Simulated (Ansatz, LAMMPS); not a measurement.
# Aqueous Mg2+ and TFSI-, 4.9 mol of salt per kg of water at 360 K (195 atoms): support functions against a reference

Aim: test how closely localised support functions follow the reference on aqueous Mg2+ and TFSI-, 4.9 mol of salt per kg of water at 360 K (195 atoms), and at what cost. A setting counts as converged where the r.m.s. difference of forces stays under 1 % of the r.m.s. force.

Main program and level: Ansatz 0.2.0; Kohn-Sham DFT, PBE+D4, PAW (set soft_2), plane waves.

### 1. Starting point

The cell holds 195 atoms: 6 N, 12 S, 58 O, 12 C, 36 F, 68 H and 3 Mg. Cell: a = 13.277 Å, b = 13.277 Å, c = 13.277 Å, α = 90.0°, β = 90.0°, γ = 90.0°. 34 H2O, 3 Mg2+, 6 TFSI- placed at random, at 1.68 g/cm³; overlaps pushed apart, then 10 ps at 420 K with divalent ions of Li, Roberts, Chakravorty and Merz (J. Chem. Theory Comput. 9, 2733 (2013)); MMFF94 bonds, angles, torsions, charges and radii (Halgren, J. Comput. Chem. 17, 490 (1996)) in harmonic and 12-6 forms; SPC/E water (Berendsen, Grigera and Straatsma, J. Phys. Chem. 91, 6269 (1987)). Snapshot after 20 ps at 360 K and fixed volume.

What the set-up can't give: The network of contacts between molecules at the start is that of the classical potential that made the cell, and needn't be the one that DFT or experiment would give. The concentration wasn't checked against solubility and may exceed it. The density was typed from a rule of thumb and may lie off the real one at this temperature. The Brillouin zone is sampled at Γ only, in a cell whose shortest periodic width is 13 Å.

### 2. Making the structure

A classical potential makes the cell, at a small fraction of what the same run would cost in DFT.

This step: classical MD, divalent ions of Li, Roberts, Chakravorty and Merz (J. Chem. Theory Comput. 9, 2733 (2013)); MMFF94 bonds, angles, torsions, charges and radii (Halgren, J. Comput. Chem. 17, 490 (1996)) in harmonic and 12-6 forms; SPC/E water (Berendsen, Grigera and Straatsma, J. Phys. Chem. 91, 6269 (1987)) (LAMMPS 22 Jul 2025 - Update 4).

Input file in.lmp:

```
# aqueous Mg2+ and TFSI-, 4.9 mol of salt per kg of water
units real
atom_style full
boundary p p p
bond_style harmonic
angle_style harmonic
dihedral_style opls
improper_style harmonic
special_bonds lj 0 0 0.5 coul 0 0 0.75
read_data data.lmp
neigh_modify delay 0 every 1 check yes one 4000
comm_modify cutoff 12.0
timestep 0.5
thermo_style custom step time temp pe press density
thermo_modify norm yes
# push overlapping molecules apart
pair_style soft 2.6
pair_coeff * * 0.0
variable a equal ramp(1,60)
fix ad all adapt 1 pair soft a * * v_a
velocity all create 420 412905 mom yes dist gaussian
fix lim all nve/limit 0.03
fix lan all langevin 420 420 50 412906 zero yes
thermo 1000
run 3000 post no
unfix ad
pair_style lj/cut/coul/long 9.0
pair_modify mix arithmetic tail yes
pair_coeff 1 1 0.0721 3.5530   # N
pair_coeff 2 2 0.2681 3.4180   # S
pair_coeff 3 3 0.0763 3.0960   # O
pair_coeff 4 4 0.0678 3.3680   # C
pair_coeff 5 5 0.0801 2.5590   # F
pair_coeff 6 6 0.1553 3.1660   # O
# [... 21 lines left out ...]
compute msd all msd com yes
thermo 5000
fix md all nvt temp 360 360 100
run 20000 post no
print "== T360: mean square displacement over the hold $(c_msd[4]:%.2f) A^2"
unfix md
uncompute msd
write_dump all custom T360.dump id type xs ys zs modify sort id
```

Launch:

```bash
$ lmp -in in.lmp -log none -nocite
```

Numbers of over 12 decimals in the logs are rounded to 6 here.

Log:

```text
LAMMPS (22 Jul 2025 - Update 4)
Reading data file ...
  orthogonal box = (0 0 0) to (13.27656 13.27656 13.27656)
  195 atoms
  orthogonal box = (0 0 0) to (13.27656 13.27656 13.27656)
  152 bonds
  184 angles
  144 dihedrals
   Step          Time           Temp          PotEng         Press         Density
         0   0              420            0.6876076     -11938.104      1.679
      1000   500            428.02162      1.4009224      18267.74       1.679
      2000   1000           423.30195      1.2529555      34073.816      1.679
      3000   1500           406.4161       1.2224092      24682.993      1.679
Loop time of 0.291832 s on 1 MPI rank(s) for 3000 steps with 195 atoms
PPPM initialization ...
  G vector (1/distance) = 0.30842262
  grid = 9 9 9
  estimated relative force accuracy = 5.3224671e-05
   Step          Time           Temp          PotEng         Press         Density
      3000   1500           406.4161       3.1049027      31257.986      1.679
      3100   1550           406.4161      -4.9602778     -719.2916       1.679
      3200   1600           406.4161      -5.2885859      1442.2342      1.679
      3300   1650           406.4161      -5.3979385      1858.0428      1.679
Loop time of 0.578698 s on 1 MPI rank(s) for 300 steps with 195 atoms
Minimization stats:
  Stopping criterion = max iterations
  Energy initial, next-to-last, final =
      3.10490268456133    -5.397053620407   -5.3979384511475
  Force two-norm initial, final = 759.19084 18.865818
  Iterations, force evaluations = 300 581
   Step          Time           Temp          PotEng         Press         Density
         0   0              420           -5.3979385      2011.4821      1.679
      1000   500            432.10614     -4.0735509     -986.47501      1.679
      2000   1000           441.80509     -4.0977397      1070.9932      1.679
Loop time of 1.45125 s on 1 MPI rank(s) for 2000 steps with 195 atoms
   Step          Time           Temp          PotEng         Press         Density
      2000   1000           535.68867     -4.4758923      3111.6691      1.679
[... 5 lines left out ...]
Loop time of 7.79114 s on 1 MPI rank(s) for 10000 steps with 195 atoms
   Step          Time           Temp          PotEng         Press         Density
[... 4 lines left out ...]
Loop time of 3.87264 s on 1 MPI rank(s) for 5000 steps with 195 atoms
   Step          Time           Temp          PotEng         Press         Density
[... 2 lines left out ...]
     25000   24000          377.62072     -4.9530109     -1102.9251      1.679
     30000   29000          327.52549     -4.8509129     -1320.7735      1.679
     35000   34000          362.65012     -4.7780324     -7751.748       1.679
     37000   36000          367.49453     -4.8159842      2030.6369      1.679
Loop time of 15.7722 s on 1 MPI rank(s) for 20000 steps with 195 atoms
== T360: mean square displacement over the hold 8.19 A^2
```

Run time: 30 s. Hardware: 1 thread of Arm Neoverse V1, shared host; peak memory 0.13 GiB.

The input also reads data.lmp (atoms, bonds and types; not printed here).

### 3. Plane-wave single point

This run is the reference for what follows, at a cutoff of 420 eV.

Input file input.yaml:

```yaml
crystal:
  lattice:
    - [13.27656, 0.0, 0.0]
    - [0.0, 13.27656, 0.0]
    - [0.0, 0.0, 13.27656]
  atoms:
    - { symbol: "N", position: [0.91723, 0.00605, 0.25106] }
    - { symbol: S, position: [0.80988, 0.01145, 0.21335] }
    - { symbol: O, position: [0.79508, 0.0472, 0.10972] }
    - { symbol: O, position: [0.75228, 0.92088, 0.23089] }
    - { symbol: C, position: [0.76518, 0.11431, 0.29579] }
    - { symbol: F, position: [0.76158, 0.20597, 0.25148] }
    - { symbol: F, position: [0.6709, 0.10046, 0.32988] }
    - { symbol: F, position: [0.823, 0.12591, 0.38031] }
    - { symbol: S, position: [0.93122, 0.93122, 0.34407] }
    - { symbol: O, position: [0.8445, 0.91326, 0.4056] }
    - { symbol: O, position: [0.01595, 0.95286, 0.41242] }
    - { symbol: C, position: [0.96064, 0.81687, 0.27219] }
    - { symbol: F, position: [0.02365, 0.7574, 0.32493] }
    - { symbol: F, position: [0.87793, 0.75758, 0.24867] }
    - { symbol: F, position: [0.00226, 0.83918, 0.17734] }
    - { symbol: "N", position: [0.35742, 0.96167, 0.85896] }
    - { symbol: S, position: [0.40377, 0.05963, 0.81998] }
    - { symbol: O, position: [0.4943, 0.0871, 0.87841] }
    - { symbol: O, position: [0.4176, 0.05709, 0.71277] }
    - { symbol: C, position: [0.30846, 0.15525, 0.85826] }
    - { symbol: F, position: [0.33632, 0.24958, 0.84399] }
    - { symbol: F, position: [0.21963, 0.1496, 0.80362] }
    - { symbol: F, position: [0.27719, 0.13953, 0.95617] }
    - { symbol: S, position: [0.42766, 0.86835, 0.83465] }
    - { symbol: O, position: [0.47831, 0.87591, 0.73481] }
    - { symbol: O, position: [0.37353, 0.77004, 0.85282] }
    - { symbol: C, position: [0.53182, 0.8803, 0.93423] }
    - { symbol: F, position: [0.56963, 0.79194, 0.96392] }
    - { symbol: F, position: [0.61333, 0.93283, 0.89715] }
    - { symbol: F, position: [0.50591, 0.93292, 0.02229] }
    - { symbol: "N", position: [0.56553, 0.28452, 0.2998] }
    - { symbol: S, position: [0.45579, 0.23611, 0.28312] }
    [... 157 atom lines left out ...]
    - { symbol: O, position: [0.55549, 0.87013, 0.52533] }
    - { symbol: H, position: [0.51183, 0.81043, 0.51106] }
    - { symbol: H, position: [0.61165, 0.8727, 0.4752] }
    - { symbol: Mg, position: [0.05869, 0.00652, 0.54102] }
    - { symbol: Mg, position: [0.49793, 0.97088, 0.62261] }
    - { symbol: Mg, position: [0.72707, 0.51049, 0.9991] }
kpoints:
  mp_grid: { grid: [1, 1, 1] }
hamiltonian:
  xc: pbe
  dispersion: d4
scf:
  occupations: { method: fixed }
output:
  forces: true
  stress: true
  populations: true
  dos:
    method: { smearing: { sigma: 0.1 } }
    de: 0.1
    projected: { site_lists: { C: [C], F: [F], H: [H], Mg: [Mg], "N": ["N"] } }
  eigenvalues: true
  write_density: true
  write_potential: true
  volumetric_format: npy
```

Launch:

```bash
$ ansatz run input.yaml --threads 8 --pin off --max-ram 15872MiB --backend cpu --events-out ev --progress --plain --runs-dir out
```

Log:

```text
Engine: ansatz 0.2.0, aarch64-unknown-linux-gnu
Pseudopotentials: kind: paw
Pseudopotential: N, paw, valence charge 5, recommended cutoff 420 eV (normal), N.paw.azcp
Pseudopotential: S, paw, valence charge 6, recommended cutoff 420 eV (normal), S.paw.azcp
Pseudopotential: O, paw, valence charge 6, recommended cutoff 420 eV (normal), O.paw.azcp
Pseudopotential: C, paw, valence charge 4, recommended cutoff 420 eV (normal), C.paw.azcp
Pseudopotential: F, paw, valence charge 7, recommended cutoff 420 eV (normal), F.paw.azcp
Pseudopotential: H, paw, valence charge 1, recommended cutoff 420 eV (normal), H.paw.azcp
Pseudopotential: Mg, paw, valence charge 10, recommended cutoff 420 eV (normal), Mg.paw.azcp
[... 5 lines on functional and potentials left out ...]
Crystal: 195 atoms, lattice volume = 2340.220 Å³
Basis set: ecut = 420 eV, 45817 PW (Γ), exchange–correlation on 180×180×180 points (8 copies of the dense FFT grid, shifted against one another)
Bands: 619, of which v1, the nominal top of the filled ones, is band 424 counted from 1 (423 counted from 0)
Symmetry: 1 space group operations
Space group: P1 (ITA 1), of the structure as read, at distance tolerance 1.3e-4 Å
k-points: 1
[... 15 lines on functional and potentials left out ...]
Initial density: superposition of atomic densities (neutral atoms: chi_scale 0, normalization atom), corrected by the library's trained network
Initial wavefunctions: pseudopotential atomic-orbital guess
Functional: x = pbe(κ = 0.804, μ = 0.219515), c = pbe(β = 0.066725)
SCF iter   1: F=—  HF=-84978.130571 eV  |F-HF|=—  |Δ(HF+E_count)|=         —  Δρ=5.54e-3  dr2=9.77e-1  ethr=1.77e-3  ⟨swp⟩=5.0  Hψ=2348  notcnv=0  defer=188
preconditioner: auto → Resta (q_TF=auto, 2.304 Å⁻¹)  ε∞=2.6  [insulator: Δε(μ)=4.548 eV  Ē_g=17.411 eV  n_scr=460 (ndim 8)  ℏωp=21.7 eV  f_vac=0.300  ε∞_Penn≈2.6  vacuum switching on, ρ_ref=2.2e-2 e/Å³]
SCF iter   2: F=—  HF=-84977.771571 eV  |F-HF|=—  |Δ(HF+E_count)|=   3.59e-1  Δρ=2.89e-3  dr2=1.72e-1  ethr=1.15e-4  ⟨swp⟩=3.0  Hψ=1087  notcnv=0  defer=193
SCF iter   3: F=—  HF=-84977.740853 eV  |F-HF|=—  |Δ(HF+E_count)|=   3.07e-2  Δρ=1.28e-3  dr2=4.11e-2  ethr=2.02e-5  ⟨swp⟩=4.0  Hψ=845  notcnv=0  defer=193
SCF iter   4: F=—  HF=-84977.733049 eV  |F-HF|=—  |Δ(HF+E_count)|=   7.80e-3  Δρ=4.78e-4  dr2=4.68e-3  ethr=4.85e-6  ⟨swp⟩=5.0  Hψ=803  notcnv=0  defer=193
SCF iter   5: F=—  HF=-84977.732595 eV  |F-HF|=—  |Δ(HF+E_count)|=   4.55e-4  Δρ=2.17e-4  dr2=8.21e-4  ethr=5.52e-7  ⟨swp⟩=2.0  Hψ=1096  notcnv=0  defer=192
SCF iter   6: F=—  HF=-84977.732588 eV  |F-HF|=—  |Δ(HF+E_count)|=   6.55e-6  Δρ=6.66e-5  dr2=6.63e-5  ethr=9.68e-8  ⟨swp⟩=2.0  Hψ=784  notcnv=0  defer=191
SCF iter   7: F=—  HF=-84977.733833 eV  |F-HF|=—  |Δ(HF+E_count)|=   1.24e-3  Δρ=2.55e-5  dr2=1.11e-5  ethr=7.81e-9  ⟨swp⟩=2.0  Hψ=826  notcnv=0  defer=189
SCF iter   8: F=—  HF=-84977.733833 eV  |F-HF|=—  |Δ(HF+E_count)|=   6.82e-7  Δρ=8.01e-6  dr2=8.74e-7  ethr=1.31e-9  ⟨swp⟩=2.0  Hψ=809  notcnv=0  defer=189
SCF iter   9: F=—  HF=-84977.733834 eV  |F-HF|=—  |Δ(HF+E_count)|=   4.29e-7  Δρ=3.48e-6  dr2=2.22e-7  ethr=1.03e-10  ⟨swp⟩=2.0  Hψ=845  notcnv=0  defer=189
SCF iter  10: F=-84977.733834 eV  HF=-84977.733834 eV  |F-HF|=2.23e-9  |Δ(HF+E_count)|=   1.17e-8  Δρ=9.13e-7  dr2=1.47e-8  ethr=1.18e-11  ⟨swp⟩=21.0  Hψ=5904  notcnv=0
SCF 1 converged in 10 iterations: F = -84977.733834 eV  dr2 = 1.47e-8
  greatest PAW one-centre occupation: 1.000 electrons in one spin orbital (limit 2), on the Mg atom at site 192 (counted from 0), in its partial waves of l = 0
WARN: The input density's exchange-correlation potential varies sharply where the density is thin. Do not read a vacuum level from v_tot or v_xc, or from such a field of the output density. On a cell that repeats whose density bears no net charge and no dipole along the vacuum's axis use v_es (v_loc + v_h of the components); [...]
SCF converged after 10 iterations
Free energy (F): -84977.733834 eV
Harris-Foulkes:  -84977.733834 eV  (|F-HF|=2.23e-9)
Internal energy: -84977.733834 eV  (E = F + TS)
E sigma→0 (E₀):  -84977.733834 eV
Fermi energy:    0.230664 eV
--- Per-component energies (eV) ---
  E_band       = -8784.719047
  E_kinetic    = 22011.971608
  E_local      = -91069.040552  (includes V_loc(G=0)·N_el)
  E_nonlocal   = 6732.253339
  E_hartree    = 35301.106721
  E_xc         = -9902.066625
  E_vxc        = -12202.229379  (∫ρ·V_xc dr)
  E_paw        = -26481.189236  (= ΣΔE_a)
  E_vpaw       = -4860.028474  (= ΣTr[D̂ρ^β])
  E_aug_tail   = 0.138814  (compensation charges beyond the density's cutoff)
  E_ewald      = -21559.112924
  E_disp       = -11.794979  (pairwise vdW)
  E_smearing   = -0.000000  (= −TS)
  E_closure    = 0.000000  (closes the sum)
  Σ components = -84977.733834   (vs F -84977.733834, Δ=0.00e0)
--- Forces (eV/Å), atoms counted from 1 ---
  atom   1  N      2.90806903    -0.13808912     1.03915446
  atom   2  S     -2.59755790     0.98864089    -2.99446351
  atom   3  O      1.02479978     0.27224467     1.75710905
  atom   4  O     -0.83727007    -0.23773162     0.59167446
  atom   5  C     -1.04050442     2.48479596     1.59856134
  atom   6  F      0.75596141    -0.60962414    -0.59609402
  atom   7  F     -0.51619822    -1.09323302    -0.05453782
  atom   8  F      0.00926280    -0.39862227    -0.64590209
  atom   9  S      0.75757076     0.66395483     2.04847033
  atom  10  O     -1.25946774    -0.59640345     0.03229623
  atom  11  O      0.02307352    -0.46418422    -3.32185709
  atom  12  C      0.52687655    -2.67782297    -2.00777278
  atom  13  F      0.00594231     0.89942118    -0.85388490
  atom  14  F      0.76356641     1.10177734     0.71812093
[...]
atom 194  Mg     1.17513129     0.24030248    -1.11467897
  atom 195  Mg     0.86728389     0.25313353     0.14352888
  max |Σ_I F_I| component: 4.21e-5 eV/Å
--- Stress (GPa, compression-positive) ---
        0.671353      -1.337307      -0.655176
       -1.337307       1.828852       0.028791
       -0.655176       0.028791      -0.418214
  P = ⅓ Tr σ = 0.6940 GPa (6.940 kbar)
--- Band table (eV) ---
  k-point 0: bands = ["-73.0386", "-72.4735", "-71.7434", "-39.8186", [... 603 levels ...], "11.6135", "11.6542", "11.6762", "11.7146", "11.7410", "11.7821", "11.8323", "11.8365", "11.8765", "11.9080", "11.9400", "11.9560"]
--- Löwdin populations: 195 sites ---
  site symbol       q [e]
     0      N      5.8548
     1      S      3.7729
     2      O      6.7033
[...]
194     Mg      8.3712
  spilling = 0.013631 (of n_electrons = 848.000000)
```

Elapsed: 44 s, on 8 threads of Arm Neoverse V1, shared host; peak memory 3.9 GiB; 5.7 min of CPU time.

Reading the cycles: dr2 is the Hartree energy of the density residual (eV), the measure of convergence; HF is the Harris–Foulkes estimate of the energy, which meets the free energy F at convergence.

The program notes that the exchange-correlation potential is rough where the density is thin.

Read from the output:

```
free energy                                      : -84977.7338 eV
free energy per atom                             : -435.7833 eV/atom
SCF cycles                                       : 10
pressure                                         : 0.694 GPa
r.m.s. force component                           : 1.068 eV/Å
longest force                                    : 5.461 eV/Å
Fermi energy                                     : 0.2307 eV
gap (highest filled to lowest empty level) : 3.547 eV
spilling of the projection                       : 0.01363
```

Neighbours are counted within 1.21 Å (H-O), 1.93 Å (O-S), 2.48 Å (O-Mg), 1.62 Å (F-C), 2.21 Å (C-S), 2.02 Å (S-N).

Length of the force by element and coordination:

```csv
element,coordination,atoms,mean length of the force (eV/Å),spread,least,most
C,all,12,3.37,0.763,1.92,4.75
F,all,36,1.30,0.546,0.193,2.46
H,all,68,1.17,0.312,0.241,2.09
Mg,all,3,1.45,0.386,0.915,1.81
N,all,6,2.42,1.04,1.000,4.16
O,all,58,1.38,0.814,0.172,3.86
O,1,19,1.87,0.813,0.988,3.86
O,2,26,1.08,0.759,0.172,3.35
O,3,13,1.24,0.531,0.542,2.11
S,all,12,3.33,1.32,1.02,5.46
```

Löwdin charges by element and coordination (they lack the spilled electrons, 0.059 e an atom on average):

| element | coordination | atoms | mean charge (e) | spread | least | most |
| --- | --- | --- | --- | --- | --- | --- |
| C | all | 12 | 0.659 | 0.0162 | 0.636 | 0.695 |
| F | all | 36 | -0.203 | 0.0178 | -0.236 | -0.17 |
| H | all | 68 | 0.393 | 0.0115 | 0.368 | 0.423 |
| Mg | all | 3 | 1.62 | 0.003 | 1.62 | 1.63 |
| N | all | 6 | -0.823 | 0.021 | -0.855 | -0.792 |
| O | all | 58 | -0.723 | 0.0395 | -0.810 | -0.635 |
| O | 1 | 19 | -0.705 | 0.0225 | -0.754 | -0.653 |
| O | 2 | 26 | -0.714 | 0.0392 | -0.793 | -0.635 |
| O | 3 | 13 | -0.765 | 0.0263 | -0.810 | -0.726 |
| S | all | 12 | 2.18 | 0.0353 | 2.11 | 2.24 |

Density of states as counts of states in windows of 1 eV (from the Fermi level), total and the larger projections:

```csv
from (eV),to (eV),total,F p,H s
-18,-17,8.0,0.0,1.7
-17,-15,0.0,0.0,0.0
-15,-14,8.2,0.7,0.0
-14,-13,10.1,2.1,0.0
-13,-12,7.8,2.5,0.0
-12,-11,11.6,4.4,0.1
-11,-10,14.0,5.7,0.1
-10,-9,43.1,23.2,0.5
-9,-8,39.5,12.8,3.0
-8,-7,36.0,2.5,6.4
-7,-6,63.4,17.1,8.2
-6,-5,83.4,52.9,2.1
-5,-4,81.4,48.2,1.4
-4,-3,66.6,13.3,1.5
-3,-2,69.4,4.0,0.9
-2,-1,55.9,1.1,0.3
-1,0,32.4,0.1,0.1
0,1,1.3,0.0,0.0
1,3,0.0,0.0,0.0
3,4,4.9,0.3,0.1
4,5,31.5,2.7,2.0
```

With fixed occupations the program's Fermi level is the highest filled level; weight inside the gap is the broadening of levels at its edges.

Between -26 and -18 eV lie 163 more states.

About 55 of the 848 electrons lie in deeper levels, below the stored range.

Not all projections were asked for or kept, so they needn't add up to the total.

The levels nearest the highest filled one (over half full), pooled over k-points and spins:

```csv
level less the highest filled one (eV),occupation
-0.512,2
-0.484,2
-0.397,2
-0.332,2
-0.164,2
0,2
3.55,0
3.94,0
3.95,0
4.10,0
4.11,0
4.14,0
```

Electrostatic potential energy in the ab plane at fractional z = 0.290, with atoms of C and N and S and O and F and H within 0.2 Å of it. With pseudopotentials it is smooth inside the atoms' cores, unlike the true potential.

Ten even steps from '0' (-41 eV) to '9' (7 eV), each cell a mean:
```
8999999998678999999999999999888874357
8999999998878888999999999998898874336
8899999963368888999999999999999986556
6899999830059999999999999988999987412
3689999975689999999999999877899986200
1269999999999999999998888999999734655
6689999999999999885468889999999977998
9999999999988987220017999999999999999
9999999999999997564358999999999999999
8789999999999999999999999999999999999
5159999999999999999999999999999999999
8889998789999999999999999999999999999
9999985158999999998766752269999999999
9999987689999999987300110049999999999
9999998999999999986101046699999999999
8989999999997336887521478999999999999
4789999999994001556400389999999999984
6899999999998531001300489999999999985
9999999999999861000477999996469999999
9999999999999986235789999985358999999
9999999999999997578999997661016899999
9999999999999999899999984351015899999
9999999998789999999999998787667888899
9999999995248999999999999998877773268
```
Columns run along a (13.3 Å; values clipped at the 3rd and 97th percentile), rows up along b (13.3 Å). Atoms in or near the plane, at fractional coordinates: C at (0.77, 0.11), N at (0.57, 0.28), S at (0.46, 0.24), O at (0.37, 0.31), S at (0.57, 0.40), O at (0.67, 0.44), F at (0.26, 0.85), H at (0.03, 0.56), O at (0.52, 0.68), H at (0.44, 0.67), H at (0.20, 0.47).

(Continued in part 2 of 2.)

[Logs are printed without paths, hosts, clocks, repeated set-up lines and the standing remarks that a program may print on its own settings, such as how far it seeks lower states.]

[Hosts, paths, dates, database ids (printed as entryN), source tags and the programs' standing remarks are cut or masked in the printed files.]

[The MMFF94 radii named for the starting cell were scaled by 0.96; in molecules described by MMFF94, hydrogen bound to N, O or S took a small fixed 12-6 site in their place.]
